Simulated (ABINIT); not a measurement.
# Be3N2 (R3m): G0W0 with ABINIT, start to end, part 3 of 3

Aim: the G0W0 gap of Be3N2 (R3m) on LDA, step by step.

ABINIT 10.8.3; LDA and many-body steps on it, plane waves. Known limits of the many-body steps: not at the basis limit.

So far. Step 4 (Empty states on the mesh, 6×6×6 mesh, 82 bands): On this mesh the gap is 2.731 eV. Step 5 (Screening, 6×6×6 mesh, 74 bands, screening to 130.6 eV): Local fields lower ε∞ by 8 %.

## (6) Self-energy, 6×6×6 mesh, 74 bands, screening to 130.6 eV

The self-energy is evaluated for the states that the input lists, and the levels follow from it, in one-shot runs by the linearised quasiparticle equation.

This step: G0W0 on LDA, plane waves, norm-conserving pseudopotentials.

File run.abi:

```
acell 3*1.0 Angstrom
rprim 
  1.419805055509 0.819724830995 4.866215662800
  -1.419805055509 0.819724830995 4.866215662800
  -0.000000000000 -1.639449661990 4.866215662800
ntypat 2
znucl 4 7
natom 5
typat 1 1 1 2 2
xred 
  0.859001080000 0.859001080000 0.859001080000
  0.317694560000 0.317694560000 0.317694560000
  0.088806770000 0.088806770000 0.088806770000
  0.204162680000 0.204162680000 0.204162680000
  0.708434910000 0.708434910000 0.708434910000
pp_dirpath "pseudos"
pseudos "Be.upf, N.upf"
ecut 38
ngkpt 6 6 6
nshiftk 1
shiftk 0 0 0
kptopt 1
chksymbreak 0
istwfk *1
occopt 1
irdwfk 1
optdriver 4
nband 74
gwcalctyp 0
ecutsigx 38
symsigma 1
nkptgw 4
kptgw 
  0.0000000000 0.0000000000 0.0000000000
  0.5000000000 0.5000000000 0.0000000000
  0.5000000000 0.0000000000 0.0000000000
  0.5000000000 0.5000000000 0.5000000000
bdgw 
  10 13
  10 13
  10 13
  10 13
ecuteps 4.8
irdscr 1
ppmodel 1
indata_prefix "in"
outdata_prefix "out"
tmpdata_prefix "tmp"
```

The run is started by

```console
$ OMP_NUM_THREADS=1 mpirun -n 4 abinit run.abi > log
```

Numbers of over 12 decimals in the logs are rounded to 6 here.

What it wrote:

```text
.Version 10.8.3 of ABINIT. v10.8.2 released Aug 2026.

 Symmetries : space group R3 m (#160); Bravais hR (rhombohedral)
[... echo of the input left out ...]
== DATASET  1 ==================================================================
-   mpi_nproc: 4, omp_nthreads: 1 (-1 if OMP is not activated)

--- !DatasetInfo
iteration_state: {dtset: 1, }
dimensions: {natom: 5, nkpt: 32, mband: 74, nsppol: 1, nspinor: 1, nspden: 1, mpw: 2589, }
cutoff_energies: {ecut:  38.0, pawecutdg:  -1.0, }
electrons: {nelect:   2.20000000E+01, charge:   0.00000000E+00, occopt:   1.00000000E+00, tsmear:   1.00000000E-02, }

 SIGMA: Calculation of the GW corrections

 Based on a program developped by R.W. Godby, V. Olevano, G. Onida, and L. Reining.
 Incorporated in ABINIT by V. Olevano, G.-M. Rignanese, and M. Torrent.
.Using double precision arithmetic ; gwpc =  8

[... cell and pseudopotentials left out ...]
--------------------------------------------------------------------------------

 ==== K-mesh for the wavefunctions ====
 Number of points in the irreducible wedge :    32
[... list of points left out ...]
 Together with  6 symmetry operations and time-reversal symmetry
 yields   216 points in the full Brillouin Zone.

 ==== Q-mesh for screening function ====
 Number of points in the irreducible wedge :    32
[... list of points left out ...]
 Together with  6 symmetry operations and time-reversal symmetry
 yields   216 points in the full Brillouin Zone.

 vcoul_init : cutoff-mode = AUXILIARY_FUNCTION
 q-points for optical limit:   1
     1)      0.000010    0.000020    0.000030
 setmesh: FFT mesh size selected  =    54x   54x   54
          total number of points  =       157464

 Number of electrons calculated from density =   22.0000; Expected =   22.0000
 average of density, n =  0.095937
 r_s =    1.3551
 omega_plasma =   29.8778 [eV]

 === KS Band Gaps ===
  >>>> For spin  1
   Minimum direct gap =   3.7920 [eV], located at k-point      :   0.5000  0.5000  0.0000
   Fundamental gap    =   2.7311 [eV], Top of valence bands at :   0.0000  0.0000  0.0000
                                       Bottom of conduction at :   0.5000  0.5000  0.0000
 SIGMA fundamental parameters:
 PLASMON POLE MODEL  1
 number of plane-waves for SigmaX                 2557
 number of plane-waves for SigmaC and W            111
 number of plane-waves for wavefunctions          2557
 number of bands                                    74
 number of independent spin polarizations            1
 number of spinorial components                      1
 number of k-points in IBZ                          32
 number of q-points in IBZ                          32
 number of symmetry operations                       6
 number of k-points in BZ                          216
 number of q-points in BZ                          216
 number of frequencies for dSigma/dE                 9
 frequency step for dSigma/dE [eV]                0.25
 number of omega for Sigma on real axis              0
 max omega for Sigma on real axis  [eV]           0.00
 zcut for avoiding poles [eV]                     0.10

 EPSILON^-1 parameters (SCR file):
 dimension of the eps^-1 matrix on file            111
 dimension of the eps^-1 matrix used               111
 number of plane-waves for wavefunctions          2557
 number of bands                                    74
 number of q-points in IBZ                          32
 number of frequencies                               2
 number of real frequencies                          1
 number of imag frequencies                          1

 matrix elements of self-energy operator (all in [eV])

 Perturbative Calculation

--- !SelfEnergy_ee
iteration_state: {dtset: 1, }
kpoint     : [   0.000,    0.000,    0.000, ]
spin       : 1
KS_gap     :    6.136
QP_gap     :    7.743
Delta_QP_KS:    1.607
data: !SigmaeeData |
     Band     E0 <VxcDFT>   SigX SigC(E0)      Z dSigC/dE  Sig(E)    E-E0       E
       10   5.933 -17.551 -21.705   3.365   0.807  -0.239 -18.187  -0.636   5.297
       11   5.933 -17.551 -21.705   3.365   0.807  -0.239 -18.187  -0.636   5.297
       12  12.069 -13.926  -8.292  -4.452   0.821  -0.218 -12.955   0.971  13.040
       13  13.753 -13.231  -7.058  -4.637   0.831  -0.204 -11.955   1.276  15.029

--- !SelfEnergy_ee
iteration_state: {dtset: 1, }
kpoint     : [   0.500,    0.500,    0.000, ]
spin       : 1
KS_gap     :    3.792
QP_gap     :    5.299
Delta_QP_KS:    1.507
data: !SigmaeeData |
     Band     E0 <VxcDFT>   SigX SigC(E0)      Z dSigC/dE  Sig(E)    E-E0       E
       10   4.591 -16.864 -21.376   3.575   0.804  -0.244 -17.617  -0.754   3.837
       11   4.872 -16.773 -20.908   3.303   0.804  -0.244 -17.442  -0.670   4.203
       12   8.664 -11.335  -6.536  -3.806   0.843  -0.187 -10.498   0.837   9.501
       13  13.575 -11.855  -5.895  -4.540   0.840  -0.190 -10.662   1.193  14.768

--- !SelfEnergy_ee
iteration_state: {dtset: 1, }
kpoint     : [   0.500,    0.000,    0.000, ]
spin       : 1
KS_gap     :    7.577
QP_gap     :    9.504
Delta_QP_KS:    1.927
data: !SigmaeeData |
     Band     E0 <VxcDFT>   SigX SigC(E0)      Z dSigC/dE  Sig(E)    E-E0       E
       10   2.923 -15.946 -20.469   3.544   0.801  -0.248 -16.730  -0.784   2.139
       11   3.835 -16.224 -21.078   3.754   0.803  -0.246 -17.107  -0.883   2.952
       12  11.413 -12.464  -6.999  -4.213   0.833  -0.200 -11.420   1.044  12.457
       13  12.497 -12.779  -7.002  -4.362   0.829  -0.206 -11.606   1.173  13.669

--- !SelfEnergy_ee
iteration_state: {dtset: 1, }
kpoint     : [   0.500,    0.500,    0.500, ]
spin       : 1
KS_gap     :    7.363
QP_gap     :    9.257
Delta_QP_KS:    1.894
data: !SigmaeeData |
     Band     E0 <VxcDFT>   SigX SigC(E0)      Z dSigC/dE  Sig(E)    E-E0       E
       10   5.590 -17.217 -21.556   3.467   0.807  -0.240 -17.920  -0.703   4.887
       11   5.590 -17.217 -21.556   3.467   0.807  -0.240 -17.920  -0.703   4.887
       12  12.953 -14.357  -8.149  -4.750   0.817  -0.224 -13.165   1.191  14.144
       13  14.731 -14.438  -8.033  -4.847   0.812  -0.232 -13.173   1.265  15.997

== END DATASET(S) ==============================================================
================================================================================

 -outvars: echo values of variables after computation  --------
           etotal      0.0000000000E+00
            nband          74
             nkpt          32
          spgroup         160
 [... the other variables as echoed above ...]

 Calculation completed.
```

Run time: 27 s. Hardware: 4 MPI ranks of Arm Neoverse V1, shared host; peak memory 2.3 GiB; 1.8 min of CPU time.

This step gave:

* G0W0 gap on the mesh: 4.204 eV
* starting gap on the mesh: 2.731 eV
* k of the valence top: 0, 0, 0
* k of the conduction bottom: 0.5, 0.5, 0
* Z at the valence top: 0.807
* Z at the conduction bottom: 0.843
* least direct G0W0 gap on the computed points: 5.298 eV

The gap on the mesh goes from 2.73 eV to 4.20 eV, a correction of +1.47 eV.

Limits: finite bands, cutoff and mesh. v1 is the top filled band, c1 the lowest empty one. Levels before and after the correction, in eV, zero at the valence-band top of each column:

```csv
,conduction bottom,valence top
Kohn-Sham,2.73,0.00
G0W0,4.20,0.00
```

```csv
,level,energy (eV)
Kohn-Sham,Γ v2-v1,0.000
Kohn-Sham,Γ c1,6.136
Kohn-Sham,Γ c2,7.820
Kohn-Sham,(0.5 0.5 0) v2,-1.342
Kohn-Sham,(0.5 0.5 0) v1,-1.061
Kohn-Sham,(0.5 0.5 0) c1,2.731
Kohn-Sham,(0.5 0.5 0) c2,7.642
G0W0,Γ v2-v1,0.000
G0W0,Γ c1,7.743
G0W0,Γ c2,9.732
G0W0,(0.5 0.5 0) v2,-1.460
G0W0,(0.5 0.5 0) v1,-1.094
G0W0,(0.5 0.5 0) c1,4.204
G0W0,(0.5 0.5 0) c2,9.471
```

## (7) Where the time went

Times are wall times on 4 MPI ranks of Arm Neoverse V1, shared host, good to a factor of about two.

```csv
step,time,share,memory (GiB)
ground state,59 s,7 %,0.41
bands along the symmetry lines,23 s,3 %,0.33
empty states on the mesh,2.3 min,17 %,1.7
screening,9.1 min,69 %,3.0
self-energy,27 s,3 %,2.3
```

## (8) What came out

| Quantity | Value |
| --- | --- |
| LDA gap | 2.73 eV, indirect |
| G0W0 gap on the mesh | 4.20 eV |
| GW settings | 6×6×6 mesh, 74 bands, screening to 130.6 eV, Godby-Needs plasmon pole |
| known limits | not at the basis limit |

G0W0 moves the gap on the mesh from 2.73 eV to 4.20 eV (+1.47 eV), with Z of 0.81 and 0.84 at the edges. Local fields lower the RPA ε∞ on this mesh from 4.93 to 4.53. The dearest step here is «screening». Bands and cutoff are finite, so the gap is not at the basis limit. The miss can reach some tenths of an eV and take either sign; the mesh is an error of its own.

[Paths, hosts, dates, memory and timing lines, banners, echoed tables and standing remarks are left out of the program output.]

[Logs are printed without paths, hosts, clocks, repeated set-up lines and the standing remarks that a program may print on its own settings, such as how far it seeks lower states.]

[Runs of the session that timed out or met a known fault of the program may be left out.]

[Hosts, paths, dates, database ids (printed as entryN), source tags and the programs' standing remarks are cut or masked in the printed files.]

[G0W0 gaps are taken among the corrected bands and points alone; a level outside them can change the order at an edge.]

[Where Ansatz stands beside ABINIT at settings called matched, ABINIT's density can come from a denser mesh and the files from another edition; pairs whose starting gaps differed by over 0.03 eV were left out, so agreement reads better than it is.]
